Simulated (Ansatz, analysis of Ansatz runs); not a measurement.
# GeSe2O6 (P2_1/c), nudged elastic band: P_O exchanging with V_O (q = 0), part 3 of 4

Wanted: path and barrier of a jump of P in GeSe2O6 (P2_1/c) at charge 0. The case: P_O exchanging with V_O, in a cell of 36 host atoms with 1 site emptied and P put on another atom's site.

Ansatz 0.2.0; plane-wave PAW DFT, PBEsol; nudged elastic band between two relaxed defect structures.

So far: The starting structure; Relaxation of the start point, charge 0; Relaxation of the end point, charge 0.

**4. Nudged elastic band, charge 0**

3 movable images are laid between the ends on a pair-potential path, which keeps atoms from colliding in the first guess. Each image feels the true force across the path and a spring force along it. The highest image is set to climb to the top of the path.

This step: plane-wave PAW DFT, PBEsol; nudged elastic band between two relaxed defect structures.

q0_M1.neb/input.yaml

```yaml
crystal:
  lattice:
    - [5.07717925, 6.78733022, -0.00408761]
    - [-5.07717925, 6.78733022, 0.00408761]
    - [-4.9500808, 0.0, 7.32442304]
  atoms:
    - { symbol: Ge, position: [0.00083039, -0.0044399, 0.0054795] }
    - { symbol: Ge, position: [0.50217453, 0.50105754, -0.0003172] }
    - { symbol: Ge, position: [0.25077461, 0.25783782, 0.49822381] }
    - { symbol: Ge, position: [0.75404812, 0.76918007, 0.49357909] }
    - { symbol: Se, position: [0.4269888, 0.7342954, 0.20566736] }
    - { symbol: Se, position: [0.930827, 0.24996774, 0.20087787] }
    - { symbol: Se, position: [-0.00100037, 0.34783809, 0.68652734] }
    - { symbol: Se, position: [0.50352267, 0.82496551, 0.69556633] }
    - { symbol: Se, position: [0.08314248, 0.74683479, 0.81507839] }
    - { symbol: Se, position: [0.57916949, 0.23760385, 0.81736774] }
    - { symbol: Se, position: [0.48043881, 0.19277574, 0.28779933] }
    - { symbol: Se, position: [1.00609573, 0.67441069, 0.30813599] }
    - { symbol: O, position: [0.42934971, 0.72672766, 0.0109411] }
    - { symbol: O, position: [0.93118779, 0.22867412, 0.01150169] }
    - { symbol: O, position: [0.01702913, 0.36290845, 0.48365751] }
    - { symbol: O, position: [0.53671156, 0.79641905, 0.51781743] }
    - { symbol: O, position: [0.07838049, 0.75014291, 1.00798628] }
    - { symbol: O, position: [0.56857919, 0.27009684, 0.9998054] }
    - { symbol: O, position: [0.47834575, 0.1765163, 0.48816304] }
    - { symbol: O, position: [0.98322894, 0.69529662, 0.49207503] }
    - { symbol: O, position: [0.11304376, 0.31155151, 0.25147425] }
    - { symbol: O, position: [0.63711038, 0.75489811, 0.28241263] }
    - { symbol: O, position: [0.44436628, 0.64262442, 0.75453162] }
    - { symbol: P, position: [0.87909449, 0.15299149, 0.68868976] }
    - { symbol: O, position: [0.387551, 0.19334872, 0.7461266] }
    - { symbol: O, position: [0.88469957, 0.70789396, 0.73888] }
    - { symbol: O, position: [0.06291464, 0.86099993, 0.24909634] }
    - { symbol: O, position: [0.54769038, 0.36930027, 0.2440394] }
    - { symbol: O, position: [0.26377085, 0.96135615, 0.09522632] }
    - { symbol: O, position: [0.75018666, 0.47324882, 0.08425223] }
    - { symbol: O, position: [0.27914459, 1.00458244, 0.57488667] }
    - { symbol: O, position: [0.25325924, 0.52061874, 0.917981] }
    - { symbol: O, position: [0.7451493, 0.00988516, 0.9472415] }
    - { symbol: O, position: [0.23451046, 0.50458614, 0.41910821] }
    - { symbol: O, position: [0.70468965, 0.01540773, 0.39039821] }
basis:
  ecutwfc: 420
  xc_grid: 2
hamiltonian:
  xc: pbesol
kpoints:
  mp_grid: { grid: [1, 1, 1] }
magnetization:
  spin_polarized: true
  initial_magnetization: 1
  spin_locking: { lock_magnetization: hard }
scf:
  occupations: { method: fixed }
  max_iter: 60
output:
  forces: true
neb:
  images: 3
  f_tol: 0.03
  climbing: true
  initial_path: idpp
  max_iterations: 45
  order_check: false
  final_atoms:
    - { symbol: Ge, position: [0.00212769, -0.01207084, 0.0278014] }
    - { symbol: Ge, position: [0.50230047, 0.50120554, -0.00255075] }
[... 1 atom line left out ...]
    - { symbol: Ge, position: [0.75276955, 0.75037908, 0.49909502] }
[... 2 atom lines left out ...]
    - { symbol: Se, position: [0.00481247, 0.25291356, 0.68383067] }
[... 2 atom lines left out ...]
    - { symbol: Se, position: [0.56271838, 0.26614986, 0.79415797] }
[... 3 atom lines left out ...]
    - { symbol: O, position: [0.92991512, 0.2215661, 0.01388652] }
    - { symbol: O, position: [0.01846893, 0.33243296, 0.47034488] }
[... 6 atom lines left out ...]
    - { symbol: O, position: [0.60205881, 0.82671633, 0.23871886] }
[... 1 atom line left out ...]
    - { symbol: P, position: [0.7449237, 0.46105298, 0.61358526] }
[... 1 atom line left out ...]
    - { symbol: O, position: [0.88729506, 0.70309701, 0.74836947] }
[... 1 atom line left out ...]
    - { symbol: O, position: [0.55953928, 0.36087709, 0.24255156] }
    - { symbol: O, position: [0.24111058, 0.97414256, 0.07825585] }
[... 3 atom lines left out ...]
    - { symbol: O, position: [0.75197177, 0.04765535, 0.88727246] }
[... 1 atom line left out ...]
    - { symbol: O, position: [0.72717809, -0.00117966, 0.41511622] }
```

On the command line:

```
ansatz run input.yaml --threads 4 --pin off --max-ram 7536MiB --backend cpu --events-out ev --progress --plain --runs-dir out
```

Numbers of over 12 decimals in the logs are rounded to 6 here.

Output:

```text
[...]
Warning: neb: disabling space-group detection — the band's intermediate images generally break the endpoint symmetry, so no spatial operation reduces the k-mesh or symmetrises the density, except that a semilocal band can use its path's symmetry ahead of [...]
[...]
parallel-image band execution: 3 concurrent image workers
NEB image 0
Crystal: 35 atoms, lattice volume = 504.532 Å³
Basis set: ecut = 420 eV, 9837 PW (Γ), exchange–correlation on 120×120×120 points (8 copies of the dense FFT grid, shifted against one another)
Bands: 196, of which v1, the nominal top of the filled ones, is band 161 counted from 1 (160 counted from 0)
Symmetry: 1 space group operations
k-points: 1
[...]
Starting moments: Σ|m| = 1 μB on 35 of 35 sites
[...]
SCF iter   1: F=—  HF=-73476.549938 eV  |F-HF|=—  |Δ(HF+E_count)|=         —  Δρ=4.42e-2 (↑4.30e-2 ↓4.42e-2)  dr2=4.11e1  dr2_m=9.12e-2  M=1.000 μB ∫|m|=1.061 μB  β_m=0.30  ethr=3.10e-3  ⟨swp⟩=4.0  Hψ=1244  notcnv=0  defer=64
[...]
SCF iter  13: F=-73464.141820 eV  HF=-73464.141820 eV  |F-HF|=1.22e-8  |Δ(HF+E_count)|=   1.27e-7  Δρ=1.66e-6 (↑1.66e-6 ↓1.66e-6)  dr2=5.45e-8  dr2_m=5.16e-11  M=1.000 μB ∫|m|=1.099 μB  ethr=3.12e-11  ⟨swp⟩=4.0  Hψ=1118  notcnv=0
SCF 1 converged in 13 iterations: F = -73464.141820 eV  dr2 = 5.45e-8
[...]
NSCF: frozen V_eff on 1 k-points
NEB image 4
[...]
SCF iter   1: F=—  HF=-73476.241753 eV  |F-HF|=—  |Δ(HF+E_count)|=         —  Δρ=4.41e-2 (↑4.30e-2 ↓4.41e-2)  dr2=4.15e1  dr2_m=9.31e-2  M=1.000 μB ∫|m|=1.062 μB  β_m=0.30  ethr=3.10e-3  ⟨swp⟩=4.0  Hψ=1244  notcnv=0  defer=64
[...]
SCF iter  13: F=-73463.765236 eV  HF=-73463.765236 eV  |F-HF|=7.55e-9  |Δ(HF+E_count)|=   1.97e-7  Δρ=1.89e-6 (↑1.88e-6 ↓1.89e-6)  dr2=7.15e-8  dr2_m=1.61e-10  M=1.000 μB ∫|m|=1.103 μB  ethr=3.12e-11  ⟨swp⟩=4.0  Hψ=1165  notcnv=0
SCF 2 converged in 13 iterations: F = -73463.765236 eV  dr2 = 7.15e-8
[...]
NEB end point (image 0): max|allowed force component| = 1.291e-2 eV/Å (the criterion of neb.relax_end_points is 1.000e-2)
NEB end point (image 4): max|allowed force component| = 1.283e-2 eV/Å (the criterion of neb.relax_end_points is 1.000e-2)
NEB image 1
[...]
SCF iter   1: F=—  HF=-73475.593989 eV  |F-HF|=—  |Δ(HF+E_count)|=         —  Δρ=4.44e-2 (↑4.31e-2 ↓4.44e-2)  dr2=4.18e1  dr2_m=8.73e-2  M=1.000 μB ∫|m|=1.059 μB  β_m=0.30  ethr=3.10e-3  ⟨swp⟩=5.0  Hψ=1242  notcnv=0  defer=66
[...]
SCF iter  13: F=-73462.892192 eV  HF=-73462.892192 eV  |F-HF|=6.32e-9  |Δ(HF+E_count)|=   1.55e-7  Δρ=1.58e-6 (↑1.58e-6 ↓1.54e-6)  dr2=4.95e-8  dr2_m=1.93e-10  M=1.000 μB ∫|m|=1.105 μB  ethr=3.12e-11  ⟨swp⟩=4.0  Hψ=1160  notcnv=0
SCF 3 converged in 13 iterations: F = -73462.892192 eV  dr2 = 4.95e-8
NEB image 2
SCF iter   1: F=—  HF=-73474.651900 eV  |F-HF|=—  |Δ(HF+E_count)|=         —  Δρ=4.45e-2 (↑4.35e-2 ↓4.45e-2)  dr2=4.30e1  dr2_m=1.34e-1  M=1.000 μB ∫|m|=1.071 μB  β_m=0.30  ethr=3.10e-3  ⟨swp⟩=5.0  Hψ=1242  notcnv=0  defer=66
[...]
SCF iter  21: F=-73461.689940 eV  HF=-73461.689940 eV  |F-HF|=1.15e-9  |Δ(HF+E_count)|=  3.49e-10  Δρ=4.09e-7 (↑4.09e-7 ↓2.17e-7)  dr2=2.08e-9  dr2_m=1.74e-10  M=1.000 μB ∫|m|=1.122 μB  ethr=1.42e-11  ⟨swp⟩=2.0  Hψ=740  notcnv=0
SCF 4 converged in 21 iterations: F = -73461.689940 eV  dr2 = 2.08e-9
NEB image 3
SCF iter   1: F=—  HF=-73475.320716 eV  |F-HF|=—  |Δ(HF+E_count)|=         —  Δρ=4.43e-2 (↑4.30e-2 ↓4.43e-2)  dr2=4.16e1  dr2_m=9.32e-2  M=1.000 μB ∫|m|=1.061 μB  β_m=0.30  ethr=3.10e-3  ⟨swp⟩=5.0  Hψ=1242  notcnv=0  defer=66
[...]
SCF iter  13: F=-73462.642794 eV  HF=-73462.642794 eV  |F-HF|=2.63e-9  |Δ(HF+E_count)|=   1.58e-7  Δρ=1.68e-6 (↑1.68e-6 ↓1.66e-6)  dr2=5.47e-8  dr2_m=8.01e-11  M=1.000 μB ∫|m|=1.104 μB  ethr=3.12e-11  ⟨swp⟩=4.0  Hψ=1116  notcnv=0
SCF 5 converged in 13 iterations: F = -73462.642794 eV  dr2 = 5.47e-8
NEB iter   1: max|band force component| = 4.195e0 eV/Å  barrier→ = 2.4519 eV  barrier← = 2.0753 eV  Δτ_max = 0.2000 Å  (73 SCF iters)
  M     (μB):  +1.0000  +1.0000  +1.0000  +1.0000  +1.0000
  M_abs (μB):   1.0987   1.0981   1.1009   1.0943   1.0993
NEB image 1
[...]
Starting moments: Σ|m| = 1 μB on 35 of 35 sites; this step starts from the density that it was given
[...]
iter 1 solved again at ethr=1.86e-4 eV; its pass at ethr=3.10e-3 eV (dr2=5.98e-1 eV) is discarded
[...]
SCF iter  12: F=-73463.525923 eV  HF=-73463.525923 eV  |F-HF|=3.78e-10  |Δ(HF+E_count)|=   2.30e-8  Δρ=5.23e-7 (↑5.23e-7 ↓5.08e-7)  dr2=5.66e-9  dr2_m=6.06e-11  M=1.000 μB ∫|m|=1.105 μB  ethr=4.71e-12  ⟨swp⟩=2.0  Hψ=1177  notcnv=0
SCF 6 converged in 12 iterations: F = -73463.525923 eV  dr2 = 5.66e-9
NEB image 2
[...]
SCF iter  13: F=-73462.379549 eV  HF=-73462.379549 eV  |F-HF|=4.10e-9  |Δ(HF+E_count)|=   2.40e-8  Δρ=8.50e-7 (↑8.21e-7 ↓8.50e-7)  dr2=1.41e-8  dr2_m=1.02e-10  M=1.000 μB ∫|m|=1.094 μB  ethr=1.27e-11  ⟨swp⟩=1.0  Hψ=975  notcnv=0
SCF 7 converged in 13 iterations: F = -73462.379549 eV  dr2 = 1.41e-8
NEB image 3
[...]
SCF iter  12: F=-73463.119069 eV  HF=-73463.119069 eV  |F-HF|=8.15e-10  |Δ(HF+E_count)|=   1.63e-8  Δρ=6.15e-7 (↑5.95e-7 ↓6.15e-7)  dr2=7.33e-9  dr2_m=8.68e-11  M=1.000 μB ∫|m|=1.102 μB  ethr=1.14e-11  ⟨swp⟩=2.0  Hψ=1019  notcnv=0
SCF 8 converged in 12 iterations: F = -73463.119069 eV  dr2 = 7.33e-9
NEB iter   2: max|band force component| = 8.966e-1 eV/Å  barrier→ = 1.7623 eV  barrier← = 1.3857 eV  Δτ_max = 0.2000 Å  (37 SCF iters)
  M     (μB):  +1.0000  +1.0000  +1.0000  +1.0000  +1.0000
  M_abs (μB):   1.0987   1.0999   1.0795   1.0950   1.0993
NEB image 1
[...]
SCF iter  10: F=-73463.701733 eV  HF=-73463.701733 eV  |F-HF|=2.67e-8  |Δ(HF+E_count)|=   9.81e-8  Δρ=1.65e-6 (↑1.65e-6 ↓1.62e-6)  dr2=5.65e-8  dr2_m=2.97e-10  M=1.000 μB ∫|m|=1.104 μB  ethr=3.12e-11  ⟨swp⟩=2.5  Hψ=1334  notcnv=0
SCF 9 converged in 10 iterations: F = -73463.701733 eV  dr2 = 5.65e-8
NEB image 2
[...]
SCF iter  12: F=-73462.642022 eV  HF=-73462.642022 eV  |F-HF|=3.13e-9  |Δ(HF+E_count)|=   1.75e-8  Δρ=6.55e-7 (↑6.55e-7 ↓6.00e-7)  dr2=1.04e-8  dr2_m=1.78e-10  M=1.000 μB ∫|m|=1.097 μB  ethr=8.38e-12  ⟨swp⟩=2.0  Hψ=1051  notcnv=0
SCF 10 converged in 12 iterations: F = -73462.642022 eV  dr2 = 1.04e-8
NEB image 3
[...]
SCF 37 converged in 8 iterations: F = -73462.979162 eV  dr2 = 1.07e-8
NEB image 3
[...]
SCF iter   8: F=-73463.407370 eV  HF=-73463.407370 eV  |F-HF|=2.11e-9  |Δ(HF+E_count)|=   1.87e-8  Δρ=5.70e-7 (↑5.07e-7 ↓5.70e-7)  dr2=6.11e-9  dr2_m=1.75e-10  M=1.000 μB ∫|m|=1.101 μB  ethr=1.13e-11  ⟨swp⟩=2.0  Hψ=987  notcnv=0
SCF 38 converged in 8 iterations: F = -73463.407370 eV  dr2 = 6.11e-9
NEB image 1
[...]
NEB image 3
[...]
NEB image 2
[...]
the band table was solved once a step of the walk had ended and its energy, with any forces and stress, was formed, with the checks that follow a solve (1643 applications of the Hamiltonian). They found nothing against the state; [...]
NEB iter  12: max|band force component| = 2.666e-2 eV/Å  barrier→ = 1.1627 eV  barrier← = 0.7861 eV  CI = image 2  Δτ_max = 0.0000 Å  (23 SCF iters)
  M     (μB):  +1.0000  +1.0000  +1.0000  +1.0000  +1.0000
  M_abs (μB):   1.0987   1.1002   1.0899   1.0945   1.0993
NEB image 0, for a test of the images' electronic states
iteration 13: the least curvature of the free energy that was read at this close is 0.786 (0.786 in the run's own bands): not negative
NEB image 2, for a test of the images' electronic states
[...]
NEB image 4, for a test of the images' electronic states
[...]
NEB image 0, for a test of the images' electronic states
[...]
SCF iter  12: F=-73464.141820 eV  HF=-73464.141820 eV  |F-HF|=5.65e-9  |Δ(HF+E_count)|=   1.94e-7  Δρ=1.76e-6 (↑1.76e-6 ↓1.74e-6)  dr2=5.96e-8  dr2_m=2.52e-10  M=1.000 μB ∫|m|=1.099 μB  ethr=3.12e-11  ⟨swp⟩=4.0  Hψ=1117  notcnv=0
SCF 39 converged in 12 iterations: F = -73464.141820 eV  dr2 = 5.96e-8
NEB image 2, for a test of the images' electronic states
[...]
SCF iter  13: F=-73462.979162 eV  HF=-73462.979162 eV  |F-HF|=4.37e-9  |Δ(HF+E_count)|=   2.81e-8  Δρ=4.39e-7 (↑4.39e-7 ↓4.32e-7)  dr2=4.17e-9  dr2_m=8.55e-11  M=1.000 μB ∫|m|=1.096 μB  ethr=1.11e-11  ⟨swp⟩=2.0  Hψ=1112  notcnv=0
SCF 40 converged in 13 iterations: F = -73462.979162 eV  dr2 = 4.17e-9
NEB image 2, for a test of the images' electronic states
[...]
SCF iter  12: F=-73462.979162 eV  HF=-73462.979162 eV  |F-HF|=1.00e-8  |Δ(HF+E_count)|=   1.51e-7  Δρ=1.18e-6 (↑1.18e-6 ↓1.17e-6)  dr2=3.27e-8  dr2_m=2.76e-10  M=1.000 μB ∫|m|=1.096 μB  ethr=3.12e-11  ⟨swp⟩=4.0  Hψ=1102  notcnv=0
SCF 41 converged in 12 iterations: F = -73462.979162 eV  dr2 = 3.27e-8
NEB image 4, for a test of the images' electronic states
[...]
SCF iter  12: F=-73463.765236 eV  HF=-73463.765236 eV  |F-HF|=2.47e-10  |Δ(HF+E_count)|=   1.73e-7  Δρ=1.50e-6 (↑1.50e-6 ↓1.49e-6)  dr2=4.70e-8  dr2_m=2.69e-10  M=1.000 μB ∫|m|=1.103 μB  ethr=3.12e-11  ⟨swp⟩=4.0  Hψ=1109  notcnv=0
SCF 42 converged in 12 iterations: F = -73463.765236 eV  dr2 = 4.70e-8
SCF converged after 8 iterations
[...]
Magnetization: 1.0000 μB (161.0000 up, 160.0000 down)
Absolute magnetization: 1.0899 μB (∫|ρ↑−ρ↓|, with the PAW one-centre terms)
[...]
Per-site moments (μB) at R_I (Å): [(-0.000234923, 0.770191), (1.7694586650884545e-5, 0.775823), (0.000190428, 0.756773), [... 32 left out ...]
Free energy (F): -73462.979162 eV
[...]
Internal energy: -73462.979162 eV  (E = F + TS)
E sigma→0 (E₀):  -73462.979162 eV
Fermi energy:    7.367949 (↑ 7.367949, ↓ 5.796498) eV
[...]
--- Forces (eV/Å), atoms counted from 1 ---
  atom   1  Ge     0.00317788    -0.01641748     0.02288797
  atom   2  Ge     0.00410018    -0.00418713     0.00799079
  [... 1 atom left out ...]
  atom   4  Ge     0.00423453    -0.00930531     0.00494365
  [... 2 atoms left out ...]
  atom   7  Se    -0.01972511     0.00442619    -0.00994632
  [... 2 atoms left out ...]
  atom  10  Se     0.00630931    -0.00725534     0.00526736
  [... 3 atoms left out ...]
  atom  14  O     -0.00656818     0.00234453     0.00145319
  atom  15  O      0.01170827     0.00193249     0.00568256
  [... 6 atoms left out ...]
  atom  22  O      0.00155897     0.00790917    -0.00134525
  [... 1 atom left out ...]
  atom  24  P      0.01566297     0.02077313    -0.01058171
  [... 4 atoms left out ...]
  atom  29  O      0.00896168     0.00343247     0.00561516
  [... 3 atoms left out ...]
  atom  33  O      0.00356034     0.00018016     0.00195006
  [... 2 atoms left out ...]
  max |Σ_I F_I| component: 6.32e-5 eV/Å
--- Band table (eV) ---
[...]
this run last wrote the band of iteration 12 to <dir>
--- NEB band (5 images, 12 band iterations, 402 SCF iterations, 49 more in tests of the images' electronic states and relaxations of end points) ---
  forward barrier  = 1.162659 eV
  backward barrier = 0.786075 eV
  climbing image's point = of an order that was not read
  energies are F+E_penalty+E_count in eV, relative to image 0
  image     s (Å)  Δ vs image 0  max|band force component| (eV/Å)     M (μB)  M_abs (μB)
      0    0.0000      0.000000                                 —    +1.0000      1.0987
      1    1.2048      0.450335                          1.078e-2    +1.0000      1.1002
  *   2    2.4096      1.162659                          2.666e-2    +1.0000      1.0899
      3    3.3502      0.734450                          1.500e-2    +1.0000      1.0945
      4    4.2910      0.376584                                 —    +1.0000      1.0993
  climbing-image geometry (image 2):
  cell:  # Å, volume = 504.5318 Å³
    - [5.07717925, 6.78733022, -0.00408761]
    - [-5.07717925, 6.78733022, 0.00408761]
    - [-4.9500808, 0.0, 7.32442304]
  atoms:
    - { symbol: Ge, position: [-0.023724, 0.022040, -0.003208] }
    - { symbol: Ge, position: [0.498794, 0.511683, 0.002740] }
    - { symbol: Ge, position: [0.263548, 0.260136, 0.480503] }
    - { symbol: Ge, position: [0.753124, 0.771288, 0.487461] }
    - { symbol: Se, position: [0.415383, 0.752025, 0.198942] }
    - { symbol: Se, position: [0.933568, 0.258628, 0.219644] }
    - { symbol: Se, position: [0.081173, 0.164086, 0.709042] }
    - { symbol: Se, position: [0.518945, 0.817623, 0.698607] }
    - { symbol: Se, position: [0.066705, 0.764873, 0.797279] }
    - { symbol: Se, position: [0.568124, 0.256696, 0.820357] }
    - { symbol: Se, position: [0.493781, 0.190796, 0.282516] }
    - { symbol: Se, position: [0.998384, 0.676481, 0.297509] }
    - { symbol: O, position: [0.418210, 0.742120, 0.005590] }
    - { symbol: O, position: [0.906296, 0.235767, 0.024705] }
    - { symbol: O, position: [0.038136, 0.313755, 0.480443] }
    - { symbol: O, position: [0.542188, 0.788888, 0.516865] }
    - { symbol: O, position: [0.048629, 0.793657, 0.977478] }
    - { symbol: O, position: [0.542995, 0.278254, 1.004431] }
    - { symbol: O, position: [0.491679, 0.173076, 0.484149] }
    - { symbol: O, position: [0.979053, 0.665959, 0.493524] }
    - { symbol: O, position: [0.124091, 0.308277, 0.237892] }
    - { symbol: O, position: [0.619339, 0.783867, 0.264044] }
    - { symbol: O, position: [0.454931, 0.638364, 0.761707] }
    - { symbol: P, position: [0.817060, 0.304183, 0.681152] }
    - { symbol: O, position: [0.390400, 0.205745, 0.727420] }
    - { symbol: O, position: [0.882281, 0.704736, 0.734248] }
    - { symbol: O, position: [0.048884, 0.864751, 0.246717] }
    - { symbol: O, position: [0.545189, 0.378178, 0.244653] }
    - { symbol: O, position: [0.243825, 0.977922, 0.088599] }
    - { symbol: O, position: [0.749162, 0.482513, 0.096011] }
    - { symbol: O, position: [0.298887, 0.997775, 0.576014] }
    - { symbol: O, position: [0.243629, 0.544009, 0.915165] }
    - { symbol: O, position: [0.735267, 0.026687, 0.942314] }
    - { symbol: O, position: [0.227696, 0.510363, 0.403910] }
    - { symbol: O, position: [0.721696, 0.013475, 0.395822] }
```

Run time: 9.2 min. Hardware: 4 threads of Arm Neoverse N1, shared host; peak memory 2.2 GiB; 28 min of CPU time.

Images along the path:

| image | path (Å) | energy (eV) | P24: x, y, z (Å) |
| --- | --- | --- | --- |
| 0 | 0.000 | 0.0000 | 0.277, 7.005, 5.041 |
| 1 | 1.205 | 0.4503 | -0.146, 7.013, 5.006 |
| 2 | 2.410 | 1.1627 | -0.768, 7.610, 4.987 |
| 3 | 3.350 | 0.7345 | -1.211, 8.079, 4.719 |
| 4 | 4.291 | 0.3766 | -1.596, 8.185, 4.493 |

Read from the output:

```yaml
free_energy: -73462.9792 eV
total_moment: 1 μB
integral_of_the_absolute_spin_density: 1.090 μB
spin_contamination: 0.003257
barrier_forward: 1.163 eV
barrier_backward: 0.7861 eV
end_less_start: 0.3766 eV
hop_length: 2.281 Å
```

Track of the atom that was set to move:

```
image   x (Å)  y (Å)  z (Å)  nearest neighbour  distance (Å)
    0   0.277  7.005  5.041                 Se         2.168
    1  -0.146  7.013  5.006                 Se         2.131
    2  -0.768   7.61  4.987                 Se         2.101
    3  -1.211  8.079  4.719                 Se         2.086
    4  -1.596  8.185  4.493                 Se         2.122
```

The band met its tolerance of 0.03 eV/Å after 12 iterations, with image 2 on top (the start counts as 0). P24, which moves farthest between the ends, has 1 Se at 2.17 Å and 1 Ge at 2.34 Å nearest at the start and 1 Se at 2.10 Å at the top.

[end of part 3 of 4]

[Logs are printed without paths, hosts, clocks, repeated set-up lines and the standing remarks that a program may print on its own settings, such as how far it seeks lower states.]

[Hosts, paths, dates, database ids (printed as entryN), source tags and the programs' standing remarks are cut or masked in the printed files.]
